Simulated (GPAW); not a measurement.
**Screening of a field by a 9-layer slab of Sr(110)**

Aim: the dipole that a field along the normal induces in a 9-layer slab of Sr(110).

Method: GPAW, PAW setups; slab in vacuum, relaxation, in the first sound run; inputs show where later runs differ, in GPAW 26.7.0.

Report form: the programs' logs are mostly left out.

## 1. Set-up

The cell holds 9 atoms: 9 Sr. Its edges and angles: a = 6.080 Å, b = 4.299 Å, c = 31.197 Å, α = 90.0°, β = 90.0°, γ = 90.0°. Vacuum lies along c.

## 2. Relaxation

The atoms are relaxed first, since the surface dipole, and with it the work function, follows the positions of the outer layers. The lowest 4 atoms are held at bulk positions and keep their forces.

run.py reads:

```python
import json
import numpy as np
from ase import Atoms
from ase.constraints import FixAtoms
from ase.optimize import BFGS
from gpaw import GPAW, PW

slab = Atoms(
    ['Sr', 'Sr', 'Sr', 'Sr', 'Sr', 'Sr', 'Sr', 'Sr', 'Sr'],
    positions=[
        [0.00000, 0.00000, 7.00000],
        [3.04000, 2.14960, 9.14960],
        [0.00000, 0.00000, 11.29921],
        [3.04000, 2.14960, 13.44881],
        [0.00000, 0.00000, 15.59842],
        [3.04000, 2.14960, 17.74802],
        [0.00000, 0.00000, 19.89763],
        [3.04000, 2.14960, 22.04723],
        [0.00000, 0.00000, 24.19684]],
    cell=[[6.08, 0.0, 0.0], [0.0, 4.29921, 0.0], [0.0, 0.0, 31.19684]],
    pbc=[True, True, False])

slab.calc = GPAW(mode=PW(400), xc='PBE', kpts={'size': (5, 7, 1), 'gamma': True},
                 occupations={'name': 'fermi-dirac', 'width': 0.1}, nbands='160%',
                 convergence={'density': 1e-05}, maxiter=200,
                 poissonsolver={'dipolelayer': 'xy'},
                 symmetry={'tolerance': 1e-3, 'extra_ids': [1, 1, 1, 1, 0, 0, 0, 0, 0]}, txt='slab.txt')
result = {}
slab.set_constraint(FixAtoms([0, 1, 2, 3]))
path = []
opt = BFGS(slab, maxstep=0.2)
opt.attach(lambda: path.append((slab.get_potential_energy(), slab.positions.tolist(), slab.get_forces().tolist())))
result['relaxed'] = bool(opt.run(fmax=0.03, steps=40))
result['path'] = path
energy = slab.get_potential_energy()
fermi = slab.calc.get_fermi_level()
v = slab.calc.get_electrostatic_potential().mean((0, 1)) - fermi
n = slab.calc.get_pseudo_density().mean((0, 1))
L = slab.cell[2, 2]
z = np.arange(len(v)) * L / len(v)
low, high = slab.positions[:, 2].min(), slab.positions[:, 2].max()
below, above = np.interp([low - 4.8, high + 4.8], z, v)
slopes = [np.interp(x, z, np.gradient(v, z)) for x in (low - 4.8, high + 4.8)]
eps = np.array([[slab.calc.get_eigenvalues(k, s) for k in range(len(slab.calc.get_ibz_k_points()))]
                for s in range(slab.calc.get_number_of_spins())]) - fermi
top, bottom = eps[eps < 0].max(), eps[eps > 0].min()
dipole = slab.get_dipole_moment()[2]
print(f'energy {energy:.4f} eV, Fermi level {fermi:.4f} eV, dipole {dipole:.5f} e A')
print(f'potential 4.8 A off the faces, from the Fermi level: lower {below:.4f} eV, upper {above:.4f} eV')
print(f'slope of the potential there: lower {slopes[0]:.5f}, upper {slopes[1]:.5f} eV/A')
print(f'nearest levels on the mesh: {top:.4f} and {bottom:.4f} eV')
print('magnetic moment', round(slab.get_magnetic_moment(), 3))
result.update(energy=energy, fermi=fermi, dipole=dipole, below=below, above=above, slopes=slopes, edges=[top, bottom],
              z=z.tolist(), v=v.tolist(), n=n.tolist(), positions=slab.positions.tolist(),
              forces=slab.get_forces(apply_constraint=False).tolist(), moments=slab.get_magnetic_moments().tolist())
json.dump(result, open('result.json', 'w'))
```

Launch:

```bash
OMP_NUM_THREADS=1 OPENBLAS_NUM_THREADS=1 python run.py
```

Wall time 14 min (1 thread of Intel Xeon 6975P-C (Granite Rapids), shared host); peak memory 0.57 GiB.

Relaxation path:

```tsv
step	energy less that of the first step (eV)	largest force (eV/Å)
1	0.0000	0.0628
2	-0.0001	0.0615
3	-0.0026	0.0311
4	-0.0028	0.0222
```

The atoms that moved most (Å):

```tsv
atom	dx	dy	dz	length
Sr9	0.000	0.000	-0.044	0.044
Sr7	0.000	0.000	0.041	0.041
Sr8	0.000	0.000	-0.011	0.011
```

The relaxed structure:

```cif
data_structure
_symmetry_space_group_name_H-M 'P 1'
_symmetry_Int_Tables_number 1
_cell_length_a 6.0800
_cell_length_b 4.2992
_cell_length_c 31.1968
_cell_angle_alpha 90.000
_cell_angle_beta 90.000
_cell_angle_gamma 90.000
_cell_volume 815.46
loop_
_atom_site_label
_atom_site_type_symbol
_atom_site_fract_x
_atom_site_fract_y
_atom_site_fract_z
_atom_site_occupancy
Sr1 Sr 0.00000 0.00000 0.22438 1
Sr2 Sr 0.50000 0.50000 0.29329 1
Sr3 Sr 0.00000 0.00000 0.36219 1
Sr4 Sr 0.50000 0.50000 0.43110 1
Sr5 Sr 0.00000 0.00000 0.50000 1
Sr6 Sr 0.50000 0.50000 0.56878 1
Sr7 Sr 0.00000 0.00000 0.63913 1
Sr8 Sr 0.50000 0.50000 0.70635 1
Sr9 Sr 0.00000 0.00000 0.77421 1
```

Numbers from this step:

```yaml
dipole_along_the_normal: -2.41e-4 e·Å
levels_nearest_the_fermi_level_on_the_mesh: -0.002739, 0.005589 eV from the Fermi level
upper_work_function: 2.597 eV
lower_work_function: 2.595 eV
```

The electrostatic potential energy of an electron (without an applied field's), less the Fermi level, planar mean oscillates, so the rows of the table below give means over windows of 2.17 Å about each position, cut where the curve ends. Its maxima inside the range that stand out by 2 % of the span (Å: eV): 8.1: -0.956, 10.2: -0.824, 12.3: -0.847, 14.5: -0.836, 16.7: -0.865, 18.8: -0.679, 21.0: -1.00, 23.1: -1.05. Its minima: 7.0: -7.07, 9.1: -6.72, 11.3: -6.83, 13.4: -6.84, 15.6: -6.85, 17.8: -6.83, 19.9: -6.85, 22.0: -6.75, 24.2: -7.10.

Table of electrostatic potential energy of an electron (without an applied field's), less the Fermi level, planar mean by z; means over each step:

```tsv
z (Å)	electrostatic potential energy of an electron (without an applied field's), less the Fermi level, planar mean (eV)
1.08	2.60
3.25	2.56
5.42	1.04
7.59	-3.58
9.77	-3.39
11.93	-3.43
14.11	-3.43
16.27	-3.45
18.45	-3.30
20.62	-3.57
22.79	-3.61
24.95	-1.88
27.12	2.44
29.30	2.60
```

The pseudo valence density, planar mean oscillates, so the rows of the table below give means over windows of 2.17 Å about each position, cut where the curve ends. Its maxima inside the range that stand out by 2 % of the span (Å: e/Å³): 6.9: 0.299, 9.1: 0.309, 11.3: 0.309, 13.4: 0.310, 15.6: 0.310, 17.8: 0.309, 19.9: 0.310, 22.1: 0.309, 24.0: 0.294. Its minima: 8.0: 0.0761, 10.2: 0.0753, 12.3: 0.0751, 14.5: 0.0749, 16.7: 0.0752, 18.8: 0.0708, 21.0: 0.0803, 23.2: 0.0808.

The pseudo valence density, planar mean by z; means over each step:

z (Å), pseudo valence density, planar mean (e/Å³) and a bar:
```
     1.08      0.000 
     3.25      0.001 
     5.42      0.033 #####
     7.59      0.175 #############################
     9.77      0.179 #############################
    11.93      0.178 #############################
    14.11      0.178 #############################
    16.27      0.179 #############################
    18.45      0.174 #############################
    20.62      0.183 ##############################
    22.79      0.182 ##############################
    24.95      0.122 ####################
    27.12      0.002 
    29.30      0.000
```

The relaxation lowered the energy of the cell by 0.00278 eV (energies extrapolated to zero smearing; the optimiser's log prints free energies). The largest force left on a free atom is 0.022 eV/Å.

## 3. Plane waves, PBE

The work function is the vacuum plateau of the electrostatic potential less the Fermi level; a dipole layer lets the two faces have plateaus of their own.

This step: GPAW, PAW setups; slab in vacuum (GPAW 26.7.0).

run.py, as its differences from that of step 2:

```diff
@@ -3,4 +3,2 @@
 from ase import Atoms
-from ase.constraints import FixAtoms
-from ase.optimize import BFGS
 from gpaw import GPAW, PW
@@ -14,7 +12,7 @@
         [3.04000, 2.14960, 13.44881],
-        [0.00000, 0.00000, 15.59842],
-        [3.04000, 2.14960, 17.74802],
-        [0.00000, 0.00000, 19.89763],
-        [3.04000, 2.14960, 22.04723],
-        [0.00000, 0.00000, 24.19684]],
+        [0.00000, 0.00000, 15.59855],
+        [3.04000, 2.14960, 17.74406],
+        [0.00000, -0.00000, 19.93890],
+        [3.04000, 2.14960, 22.03576],
+        [0.00000, 0.00000, 24.15301]],
     cell=[[6.08, 0.0, 0.0], [0.0, 4.29921, 0.0], [0.0, 0.0, 31.19684]],
@@ -26,10 +24,4 @@
                  poissonsolver={'dipolelayer': 'xy'},
-                 symmetry={'tolerance': 1e-3, 'extra_ids': [1, 1, 1, 1, 0, 0, 0, 0, 0]}, txt='slab.txt')
+                 symmetry={'tolerance': 1e-3}, txt='slab.txt')
 result = {}
-slab.set_constraint(FixAtoms([0, 1, 2, 3]))
-path = []
-opt = BFGS(slab, maxstep=0.2)
-opt.attach(lambda: path.append((slab.get_potential_energy(), slab.positions.tolist(), slab.get_forces().tolist())))
-result['relaxed'] = bool(opt.run(fmax=0.03, steps=40))
-result['path'] = path
 energy = slab.get_potential_energy()
```

It took 4.6 min on 1 thread; peak memory 0.56 GiB.

Numbers from this step:

```yaml
dipole_along_the_normal: -2.93e-4 e·Å
levels_nearest_the_fermi_level_on_the_mesh: -0.002737, 0.005609 eV from the Fermi level
```

The electrostatic potential energy of an electron (without an applied field's), less the Fermi level, planar mean oscillates, so the rows of the table below give means over windows of 2.17 Å about each position, cut where the curve ends. Its maxima inside the range that stand out by 2 % of the span (Å: eV): 8.1: -0.956, 10.2: -0.824, 12.3: -0.847, 14.5: -0.836, 16.7: -0.865, 18.8: -0.679, 21.0: -1.00, 23.1: -1.05. Its minima: 7.0: -7.07, 9.1: -6.72, 11.3: -6.83, 13.4: -6.84, 15.6: -6.85, 17.8: -6.83, 19.9: -6.85, 22.0: -6.75, 24.2: -7.10.

Electrostatic potential energy of an electron (without an applied field's), less the Fermi level, planar mean against z; means over each step:

z (Å), electrostatic potential energy of an electron (without an applied field's), less the Fermi level, planar mean (eV) and a bar from the least value:
```
     1.08       2.60 ##############################
     3.25       2.56 ##############################
     5.42       1.04 ######################
     7.59      -3.58 
     9.77      -3.39 #
    11.93      -3.43 #
    14.11      -3.43 #
    16.27      -3.45 #
    18.45      -3.30 ##
    20.62      -3.57 
    22.79      -3.61 
    24.95      -1.88 ########
    27.12       2.44 #############################
    29.30       2.60 ##############################
```

The pseudo valence density, planar mean oscillates, so the rows of the table below give means over windows of 2.17 Å about each position, cut where the curve ends. Its maxima inside the range that stand out by 2 % of the span (Å: e/Å³): 6.9: 0.299, 9.1: 0.309, 11.3: 0.309, 13.4: 0.310, 15.6: 0.310, 17.8: 0.309, 19.9: 0.310, 22.1: 0.309, 24.0: 0.294. Its minima: 8.0: 0.0761, 10.2: 0.0753, 12.3: 0.0751, 14.5: 0.0749, 16.7: 0.0752, 18.8: 0.0708, 21.0: 0.0803, 23.2: 0.0808.

The pseudo valence density, planar mean by z; means over each step:

```tsv
z (Å)	pseudo valence density, planar mean (e/Å³)
1.08	1.6e-5
3.25	7.1e-4
5.42	0.0330
7.59	0.175
9.77	0.179
11.93	0.178
14.11	0.178
16.27	0.179
18.45	0.174
20.62	0.183
22.79	0.182
24.95	0.122
27.12	0.00239
29.30	6.4e-5
```

Force by atom:

```tsv
atom	x (eV/Å)	y (eV/Å)	z (eV/Å)	size
Sr1	0.0000	0.0000	0.0626	0.0626
Sr2	0.0000	0.0000	0.0157	0.0157
Sr3	0.0000	0.0000	-0.0613	0.0613
Sr4	0.0000	0.0000	0.0070	0.0070
Sr5	0.0000	0.0000	0.0093	0.0093
Sr6	0.0000	0.0000	0.0128	0.0128
Sr7	0.0000	0.0000	-0.0220	0.0220
Sr8	0.0000	0.0000	-0.0067	0.0067
Sr9	0.0000	0.0000	-0.0175	0.0175
```

The potential is flat to 0.007 eV/Å where it is read, so the vacuum is wide enough.

## 4. Field on

A uniform field along the normal polarises the slab; the atoms stay fixed, so this is the electronic response alone.

run.py, as its differences from that of step 3:

```diff
@@ -4,2 +4,3 @@
 from gpaw import GPAW, PW
+from gpaw.external import ConstantElectricField
 
@@ -24,2 +25,3 @@
                  poissonsolver={'dipolelayer': 'xy'},
+                 external=ConstantElectricField(-0.2, [0, 0, 1]),
                  symmetry={'tolerance': 1e-3}, txt='slab.txt')
```

It took 5.3 min on 1 thread; peak memory 0.72 GiB.

This step gave:

```yaml
dipole_along_the_normal: -0.6421 e·Å
levels_nearest_the_fermi_level_on_the_mesh: -0.003806, 0.004631 eV from the Fermi level
potential_below_the_slab_the_applied_field_s_own_ramp_left_out: 0.3941 eV from the Fermi level
potential_above_the_slab_the_applied_field_s_own_ramp_left_out: 4.834 eV from the Fermi level
```

The electrostatic potential energy of an electron (without an applied field's), less the Fermi level, planar mean oscillates, so the rows of the table below give means over windows of 2.17 Å about each position, cut where the curve ends. Its maxima inside the range that stand out by 2 % of the span (Å: eV): 8.1: -2.45, 10.2: -1.91, 12.3: -1.50, 14.5: -1.05, 16.7: -0.649, 18.8: -0.0281, 21.0: 0.0802, 23.1: 0.435, 30.8: 4.84. Its minima: 7.0: -8.78, 9.1: -8.02, 11.3: -7.69, 13.4: -7.27, 15.6: -6.85, 17.8: -6.40, 19.9: -5.99, 22.0: -5.47, 24.2: -5.39.

Table of electrostatic potential energy of an electron (without an applied field's), less the Fermi level, planar mean by z; means over each step:

```tsv
z (Å)	electrostatic potential energy of an electron (without an applied field's), less the Fermi level, planar mean (eV)
1.08	0.588
3.25	0.366
5.42	-0.998
7.59	-5.17
9.77	-4.55
11.93	-4.17
14.11	-3.73
16.27	-3.31
18.45	-2.73
20.62	-2.57
22.79	-2.18
24.95	0.00465
27.12	4.63
29.30	4.83
```

Force by atom:

```tsv
atom	x (eV/Å)	y (eV/Å)	z (eV/Å)	size
Sr1	0.0000	0.0000	0.0579	0.0579
Sr2	0.0000	0.0000	0.0182	0.0182
Sr3	0.0000	0.0000	-0.0615	0.0615
Sr4	0.0000	0.0000	0.0063	0.0063
Sr5	0.0000	0.0000	0.0094	0.0094
Sr6	0.0000	0.0000	0.0115	0.0115
Sr7	0.0000	0.0000	-0.0224	0.0224
Sr8	0.0000	0.0000	-0.0046	0.0046
Sr9	0.0000	0.0000	-0.0163	0.0163
```

The dipole is now -0.642 e Å, against -2.9e-4 in the run without a field.

## 5. Field on

run.py, as its differences from that of step 4:

```diff
@@ -25,3 +25,3 @@
                  poissonsolver={'dipolelayer': 'xy'},
-                 external=ConstantElectricField(-0.2, [0, 0, 1]),
+                 external=ConstantElectricField(-0.1, [0, 0, 1]),
                  symmetry={'tolerance': 1e-3}, txt='slab.txt')
```

Run time: 6.2 min. Hardware: 1 thread; peak memory 0.72 GiB.

This step gave:

```yaml
dipole_along_the_normal: -0.3210 e·Å
levels_nearest_the_fermi_level_on_the_mesh: -0.002901, 0.005145 eV from the Fermi level
potential_below_the_slab_the_applied_field_s_own_ramp_left_out: 1.489 eV from the Fermi level
potential_above_the_slab_the_applied_field_s_own_ramp_left_out: 3.709 eV from the Fermi level
```

The electrostatic potential energy of an electron (without an applied field's), less the Fermi level, planar mean oscillates, so the rows of the table below give means over windows of 2.17 Å about each position, cut where the curve ends. Its maxima inside the range that stand out by 2 % of the span (Å: eV): 8.1: -1.70, 10.2: -1.37, 12.3: -1.17, 14.5: -0.944, 16.7: -0.757, 18.8: -0.354, 21.0: -0.462, 23.1: -0.309, 30.8: 3.71. Its minima: 7.0: -7.92, 9.1: -7.37, 11.3: -7.26, 13.4: -7.06, 15.6: -6.85, 17.8: -6.61, 19.9: -6.42, 22.0: -6.11, 24.2: -6.24.

Table of electrostatic potential energy of an electron (without an applied field's), less the Fermi level, planar mean by z; means over each step:

```tsv
z (Å)	electrostatic potential energy of an electron (without an applied field's), less the Fermi level, planar mean (eV)
1.08	1.59
3.25	1.46
5.42	0.0174
7.59	-4.38
9.77	-3.97
11.93	-3.80
14.11	-3.58
16.27	-3.38
18.45	-3.01
20.62	-3.07
22.79	-2.90
24.95	-0.940
27.12	3.53
29.30	3.71
```

Force by atom:

```tsv
atom	x (eV/Å)	y (eV/Å)	z (eV/Å)	size
Sr1	0.0000	0.0000	0.0611	0.0611
Sr2	0.0000	0.0000	0.0170	0.0170
Sr3	0.0000	0.0000	-0.0613	0.0613
Sr4	0.0000	0.0000	0.0065	0.0065
Sr5	0.0000	0.0000	0.0093	0.0093
Sr6	0.0000	0.0000	0.0125	0.0125
Sr7	0.0000	0.0000	-0.0217	0.0217
Sr8	0.0000	0.0000	-0.0053	0.0053
Sr9	0.0000	0.0000	-0.0180	0.0180
```

The dipole is now -0.321 e Å, against -2.9e-4 in the run without a field.

## 6. Field on

run.py, as its differences from that of step 5:

```diff
@@ -25,3 +25,3 @@
                  poissonsolver={'dipolelayer': 'xy'},
-                 external=ConstantElectricField(-0.1, [0, 0, 1]),
+                 external=ConstantElectricField(-0.05, [0, 0, 1]),
                  symmetry={'tolerance': 1e-3}, txt='slab.txt')
```

Run time: 6.6 min. Hardware: 1 thread; peak memory 0.69 GiB.

The electrostatic potential energy of an electron (without an applied field's), less the Fermi level, planar mean oscillates, so the rows of the table below give means over windows of 2.17 Å about each position, cut where the curve ends. Its maxima inside the range that stand out by 2 % of the span (Å: eV): 8.1: -1.33, 10.2: -1.10, 12.3: -1.01, 14.5: -0.890, 16.7: -0.811, 18.8: -0.516, 21.0: -0.733, 23.1: -0.681, 30.8: 3.16. Its minima: 7.0: -7.49, 9.1: -7.05, 11.3: -7.04, 13.4: -6.95, 15.6: -6.85, 17.8: -6.72, 19.9: -6.64, 22.0: -6.43, 24.2: -6.67.

Electrostatic potential energy of an electron (without an applied field's), less the Fermi level, planar mean against z; means over each step:

```tsv
z (Å)	electrostatic potential energy of an electron (without an applied field's), less the Fermi level, planar mean (eV)
1.08	2.09
3.25	2.00
5.42	0.526
7.59	-3.98
9.77	-3.68
11.93	-3.62
14.11	-3.50
16.27	-3.42
18.45	-3.16
20.62	-3.32
22.79	-3.26
24.95	-1.41
27.12	2.98
29.30	3.15
```

## 7. In a field

run.py, as its differences from that of step 6:

```diff
@@ -25,3 +25,3 @@
                  poissonsolver={'dipolelayer': 'xy'},
-                 external=ConstantElectricField(-0.05, [0, 0, 1]),
+                 external=ConstantElectricField(0.05, [0, 0, 1]),
                  symmetry={'tolerance': 1e-3}, txt='slab.txt')
```

It took 7.1 min on 1 thread; peak memory 0.69 GiB.

The electrostatic potential energy of an electron (without an applied field's), less the Fermi level, planar mean oscillates, so the rows of the table below give means over windows of 2.17 Å about each position, cut where the curve ends. Its maxima inside the range that stand out by 2 % of the span (Å: eV): 0.4: 3.16, 8.1: -0.584, 10.2: -0.553, 12.3: -0.684, 14.5: -0.782, 16.7: -0.919, 18.8: -0.842, 21.0: -1.28, 23.1: -1.43. Its minima: 7.0: -6.64, 9.1: -6.40, 11.3: -6.61, 13.4: -6.73, 15.6: -6.85, 17.8: -6.94, 19.9: -7.07, 22.0: -7.07, 24.2: -7.53.

Table of electrostatic potential energy of an electron (without an applied field's), less the Fermi level, planar mean by z; means over each step:

```tsv
z (Å)	electrostatic potential energy of an electron (without an applied field's), less the Fermi level, planar mean (eV)
1.08	3.11
3.25	3.11
5.42	1.55
7.59	-3.18
9.77	-3.09
11.93	-3.25
14.11	-3.35
16.27	-3.48
18.45	-3.44
20.62	-3.82
22.79	-3.97
24.95	-2.36
27.12	1.90
29.30	2.04
```

## 8. Field on

run.py, as its differences from that of step 7:

```diff
@@ -25,3 +25,3 @@
                  poissonsolver={'dipolelayer': 'xy'},
-                 external=ConstantElectricField(0.05, [0, 0, 1]),
+                 external=ConstantElectricField(0.1, [0, 0, 1]),
                  symmetry={'tolerance': 1e-3}, txt='slab.txt')
```

Wall time 6.9 min (1 thread); peak memory 0.71 GiB.

The dipole is now 0.320 e Å, against -2.9e-4 in the run without a field.

## 9. In a field

run.py, as its differences from that of step 8:

```diff
@@ -25,3 +25,3 @@
                  poissonsolver={'dipolelayer': 'xy'},
-                 external=ConstantElectricField(0.1, [0, 0, 1]),
+                 external=ConstantElectricField(0.2, [0, 0, 1]),
                  symmetry={'tolerance': 1e-3}, txt='slab.txt')
```

The job ended after 5.8 min (1 thread; peak memory 0.69 GiB).

The dipole is now 0.642 e Å, against -2.9e-4 in the run without a field.

(Continued in part 2 of 2.)

[Logs are printed without paths, hosts, clocks, repeated set-up lines and the standing remarks that a program may print on its own settings, such as how far it seeks lower states.]

[Hosts, paths, dates, database ids (printed as entryN), source tags and the programs' standing remarks are cut or masked in the printed files.]
